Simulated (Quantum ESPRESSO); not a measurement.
# TePb (Fm-3m): from the cell to the phonon bands, part 3 of 3

How does TePb (Fm-3m) vibrate, and is this structure a minimum?

Quantum ESPRESSO 7.5; DFT LDA, scalar-relativistic, plane waves, GBRV ultrasoft pseudopotentials.

So far. Step 7 (Dispersion): All branches are real along the path. Step 8 (Density of states): At 300 K the heat capacity has reached 99 % of the Dulong-Petit value. The relaxed cell has a = 6.373 Å (conventional setting).

### Step 9. Modes with the sum rule

A rigid shift of the crystal must cost nothing, but grids and finite bases break this; the acoustic sum rule is imposed before the matrix is diagonalised again. With Born charges the intensities follow, and the static dielectric tensor.

Input file dynmat.in:

```
 &input
    fildyn='x.dyn1',
    asr='simple',
    fileig='dynmat.eig',
    lperm=.true.,
 /
```

Run with:

```console
$ dynmat.x -in dynmat.in > dynmat.out
```

Log:

```text
[banner, memory and clock lines left out]
Program DYNMAT v.7.5

     Reading Dynamical Matrix from file x.dyn1
     ...Force constants read
     ...epsilon and Z* read
     A direction for q was not specified:TO-LO splitting will be absent

     Polarizability (A^3 units)
     multiply by 0.077599 for Clausius-Mossotti correction
       183.647199   -0.000000   -0.000000
        -0.000000  183.647199    0.000000
        -0.000000   -0.000000  183.647199

     IR activities are in (D/A)^2/amu units

# mode   [cm-1]    [THz]      IR
    1      0.00    0.0000    0.0000
    2      0.00    0.0000    0.0000
    3      0.00    0.0000    0.0000
    4     42.91    1.2863   10.3926
    5     42.91    1.2863   10.3926
    6     42.91    1.2863   10.3926

Electronic dielectric permittivity tensor (relative, adimensional)
        36.660461   -0.000000   -0.000000
        -0.000000   36.660461    0.000000
        -0.000000   -0.000000   36.660461

 ... with zone-center polar mode contributions
       222.702144   -0.000000    0.000000
        -0.000000  222.702144    0.000000
         0.000000    0.000000  222.702144
```

Elapsed: 0.45 s, on 1 thread of Arm Neoverse V1, shared host.

Read from the output:

```
highest optical zone-centre mode (no LO-TO term) : 42.91 cm⁻¹
lowest optical zone-centre mode                  : 42.91 cm⁻¹
mean static dielectric constant                  : 222.7
```

Unit eigenvectors of the mass-weighted matrix after the sum rule; no LO-TO term. The modes at Γ (shares of kinetic energy by element, %):

| mode | frequency (cm⁻¹) | symmetry | Te % | Pb % |
| --- | --- | --- | --- | --- |
| 1 | 0.0 | acoustic | 38 | 62 |
| 2 | 0.0 | acoustic | 38 | 62 |
| 3 | 0.0 | acoustic | 38 | 62 |
| 4 | 42.9 | T1u | 62 | 38 |
| 5 | 42.9 | T1u | 62 | 38 |
| 6 | 42.9 | T1u | 62 | 38 |

Displacements in mode 6 (42.9 cm⁻¹), the largest set to 1:
```
Te1  0.00  0.00  1.00
Pb2  0.00  0.00 -0.62
```

Degenerate modes summed, no LO-TO term. Infrared lines, with heights relative to the strongest:

| position (cm⁻¹) | lines merged | label | IR intensity, relative |
| --- | --- | --- | --- |
| 43 | 3 | T1u | 100 |

Static dielectric tensor (ions relaxed, fixed cell):

```
222.7   0.0   0.0
  0.0 222.7   0.0
  0.0   0.0 222.7
```

The rule moves no optical mode by more than 0.3 cm⁻¹.

### Step 10. Sum rules set otherwise: a sum rule for molecules or wires on a crystal

This rule also removes rotations, which suits molecules and not a crystal; it is tried to see the harm.

Input file dynmat.in:

```
 &input
    fildyn='x.dyn1',
    asr='zero-dim',
    fileig='dynmat.eig',
    lperm=.true.,
 /
```

Run with:

```console
$ dynmat.x -in dynmat.in > dynmat.out
```

Log:

```text
[banner, memory and clock lines left out]
Program DYNMAT v.7.5

     Reading Dynamical Matrix from file x.dyn1
     ...Force constants read
     ...epsilon and Z* read
     Acoustic Sum Rule: || Z*(ASR) - Z*(orig)|| =    1.192876E+01
     Acoustic Sum Rule: ||dyn(ASR) - dyn(orig)||=    3.072410E-02
     A direction for q was not specified:TO-LO splitting will be absent

     Polarizability (A^3 units)
     multiply by 0.077599 for Clausius-Mossotti correction
       183.647199   -0.000000   -0.000000
        -0.000000  183.647199    0.000000
        -0.000000   -0.000000  183.647199

     IR activities are in (D/A)^2/amu units

# mode   [cm-1]    [THz]      IR
    1     -0.00   -0.0000    0.0000
    2     -0.00   -0.0000    0.0000
    3     -0.00   -0.0000    0.0000
    4      0.00    0.0000    0.0000
    5      0.00    0.0000    0.0000
    6     42.63    1.2780   10.3926

Electronic dielectric permittivity tensor (relative, adimensional)
        36.660461   -0.000000   -0.000000
        -0.000000   36.660461    0.000000
        -0.000000   -0.000000   36.660461

 ... with zone-center polar mode contributions
        99.489453  -62.828992  -62.828992
       -62.828992   99.489453   62.828992
       -62.828992   62.828992   99.489453
```

Run time: 0.45 s. Hardware: 1 thread.

The program raised no error, yet the settings are not those of a careful run.

The fault: a sum rule for molecules or wires on a crystal; 2 optical modes are projected out to zero frequency, as if they were rotations, and the static dielectric tensor is spoilt.

For a crystal the rule has to be 'simple' or 'crystal'.

Zone-centre frequencies as printed; negative means imaginary. Modes:

| mode | frequency (cm⁻¹) |
| --- | --- |
| 1 | 0 |
| 2 | 0 |
| 3 | 0 |
| 4 | 0 |
| 5 | 0 |
| 6 | 42.63 |

### Step 11. The LO-TO splitting (1 0 0)

A longitudinal polar mode sets up a macroscopic field that stiffens it; the term hangs on the direction from which q goes to zero.

Input file dynmat.in:

```
 &input
    fildyn='x.dyn1',
    asr='simple',
    fileig='dynmat.eig',
    q(1)=1.0,
    q(2)=0.0,
    q(3)=0.0,
 /
```

Run with:

```console
$ dynmat.x -in dynmat.in > dynmat.out
```

Log:

```text
[banner, memory and clock lines left out]
Program DYNMAT v.7.5

     Reading Dynamical Matrix from file x.dyn1
     ...Force constants read
     ...epsilon and Z* read

     Polarizability (A^3 units)
     multiply by 0.077599 for Clausius-Mossotti correction
       183.647199   -0.000000   -0.000000
        -0.000000  183.647199    0.000000
        -0.000000   -0.000000  183.647199

     IR activities are in (D/A)^2/amu units

# mode   [cm-1]    [THz]      IR
    1     -0.00   -0.0000    0.0000
    2      0.00    0.0000    0.0000
    3      0.00    0.0000    0.0000
    4     42.91    1.2863   10.3926
    5     42.91    1.2863   10.3926
    6    105.75    3.1704   10.3926
```

Wall time 0.45 s (1 thread).

This step gave:

* highest mode moved by the LO-TO term: 105.8 cm⁻¹

Zone-centre frequencies as printed; negative means imaginary. Modes:

| mode | frequency (cm⁻¹) |
| --- | --- |
| 1 | 0 |
| 2 | 0 |
| 3 | 0 |
| 4 | 42.91 |
| 5 | 42.91 |
| 6 | 105.8 |

The field moves one mode, from 43 to 106 cm⁻¹; the others stay.

### Step 12. The dispersion under another sum rule (asr no)

The sum rule corrects the force constants themselves, so it can shift branches at any wavevector, low ones most.

Input file matdyn.in:

```
 &input
    asr='no',
    flfrc='x.fc',
    flfrq='x.freq',
    flvec='x.modes',
    q_in_band_form=.true.,
    q_in_cryst_coord=.true.,
 /
8
  0.0000000   0.0000000   0.0000000   8  ! GAMMA
 -0.0000000   0.5000000   0.5000000   8  ! X
 -0.0000000   0.6250000   0.3750000   1  ! U
 -0.3750000   0.3750000   0.0000000   8  ! K
  0.0000000   0.0000000   0.0000000   8  ! GAMMA
  0.0000000   0.5000000  -0.0000000   8  ! L
 -0.2500000   0.5000000   0.2500000   8  ! W
 -0.0000000   0.5000000   0.5000000   1  ! X
```

Run with:

```console
$ matdyn.x -in matdyn.in > matdyn.out
```

Log:

```text
[banner, memory and clock lines left out]
Program MATDYN v.7.5

 mass for atomic type   1 not given; uses mass from file x.fc
 mass for atomic type   2 not given; uses mass from file x.fc
```

Elapsed: 0.46 s, on 1 thread.

Numbers from this step:

```yaml
lowest_frequency_on_the_path: -4.747 cm⁻¹
```

Matdyn.x, sum rule no. Phonon branches along the path, in cm⁻¹:

| point | branch 1 | branch 2 | branch 3 | branch 4 | branch 5 | branch 6 |
| --- | --- | --- | --- | --- | --- | --- |
| Γ | -5 | -5 | -5 | 43 | 43 | 106 |
| halfway | 22 | 22 | 72 | 72 | 73 | 103 |
| X | 24 | 24 | 33 | 77 | 77 | 84 |
| halfway | 29 | 35 | 36 | 82 | 85 | 88 |
| U | 39 | 40 | 54 | 83 | 91 | 104 |
| jump to K | 39 | 40 | 54 | 83 | 91 | 104 |
| halfway | 28 | 51 | 70 | 82 | 97 | 115 |
| Γ | -5 | -5 | -5 | 43 | 43 | 106 |
| halfway | 40 | 40 | 58 | 93 | 93 | 121 |
| L | 60 | 60 | 93 | 101 | 101 | 110 |
| halfway | 46 | 50 | 74 | 94 | 99 | 106 |
| W | 33 | 33 | 68 | 84 | 84 | 101 |
| halfway | 30 | 36 | 46 | 83 | 84 | 95 |
| X | 24 | 24 | 33 | 77 | 77 | 84 |

The phonon branches as a text plot (rows in cm⁻¹):

```
    119 |                        **        *****
    114 |  ***                  *  **    **     *
    109 | *                *****     *  *        ******
    103 |*    **         **           **       ** **** ***
     98 |       **          *****            **  ******   ***
     93 |         *     * **     **         *    *    **     *
     88 |          **  * *                      * **    **    *
     82 |            ************          *        *    ********
     77 |          ****          ****          *     *         **
     72 |    ******             *                     ***
     67 |       **         *       **    **  **          ***
     61 |  ***                                   ***        *
     56 |                 * **** **  *      *  **   **
     51 | *       *      * *    *    *  *            **
     45 |  **                              * **       **     *
     40 |*              ****     **** **    *          **     *
     35 |          *******  **           ***            *********
     30 |         *   ***     ***  **                       ****
     24 | *   **** ****          **      **                    **
     19 |  ***                     ***
     14 |                            *  *
      8 | *
      3 |
     -2 |*                            **
         Γ           X  U|K            Γ         L        W     X
```

At the labelled points the branches move by no more than 4.8 cm⁻¹.

### Step 13. Summary of results

| Property | Result |
| --- | --- |
| space group after relaxation | Fm-3m |
| volume per atom | 32.4 Å³ |
| gap on the k-mesh | 0.530 eV |
| highest optical zone-centre mode (no LO-TO term) | 42.9 cm⁻¹ |
| highest mode moved by the LO-TO term (probably not converged in the k mesh) | 105.8 cm⁻¹ |
| mean high-frequency dielectric constant (probably not converged in the k mesh) | 36.7 |
| largest Born charge in size (third of the trace) (probably not converged in the k mesh) | 6.00 e |
| mean static dielectric constant (probably not converged in the k mesh) | 222.7 |
| q mesh | 4×4×4 |
| lowest mode on the q mesh (acoustic ones at the zone centre apart) | 22.3 cm⁻¹ |
| zero-point energy per atom | 13.4 meV |
| heat capacity at 300 K | 24.7 J/(mol atoms K) |
| vibrational entropy at 300 K | 53.7 J/(mol atoms K) |
| imaginary modes on the q mesh | none |

**Reading.** TePb (Fm-3m) is dynamically stable on the 4×4×4 mesh; its spectrum reaches 122 cm⁻¹. At the LDA level the optical modes of TePb (Fm-3m) at the zone centre (no LO-TO term) lie at 43 cm⁻¹. Along the directions run, the highest mode that the macroscopic field moves lies at 106 cm⁻¹. Lattice motion raises the mean dielectric constant from 36.66 to 222.7. The Born charges miss their sum rule by 0.069 e, a sign that the k mesh or the cutoff is short for the field response. ε∞, the Born charges and what follows from them are probably not converged in the k mesh. The Lyddane-Sachs-Teller relation holds: (ωLO/ωTO)² is 6.07 and ε₀/ε∞ is 6.07. These are harmonic frequencies at zero temperature: anharmonic shifts and linewidths and thermal expansion are left out. Spin-orbit coupling is left out, which can matter for the heavy elements here.

Comparison with the measured values:

| quantity | measured | LDA GBRV ultrasoft, Quantum ESPRESSO |
| --- | --- | --- |
| lattice constant a (Å) | 6.4397 | 6.373 (-1.0 %) |
| infrared mode, TO at Gamma (cm⁻¹) | 32 | 43 (+34.1 %) |

Measured values from arxiv:1709.02863 (2017) and arxiv:0808.3152 (2008).

How well it matches: The lattice constant a is off by -1.0 %: fair agreement. The infrared mode is off by +34.1 %: a clear miss. The grades are ours: good and fair within 0.7 and 1.5 % for the lattice constant a and 3 and 7 % for the infrared mode. Zero-point motion and thermal expansion (measured at up to 300 K) are not in the computed lattice constants and infrared mode. Limits of convergence are named above.

[Host names and launcher messages were left out of these logs when they were recorded.]

[Logs are printed without paths, hosts, clocks, repeated set-up lines and the standing remarks that a program may print on its own settings, such as how far it seeks lower states.]

[Hosts, paths, dates, database ids (printed as entryN), source tags and the programs' standing remarks are cut or masked in the printed files.]
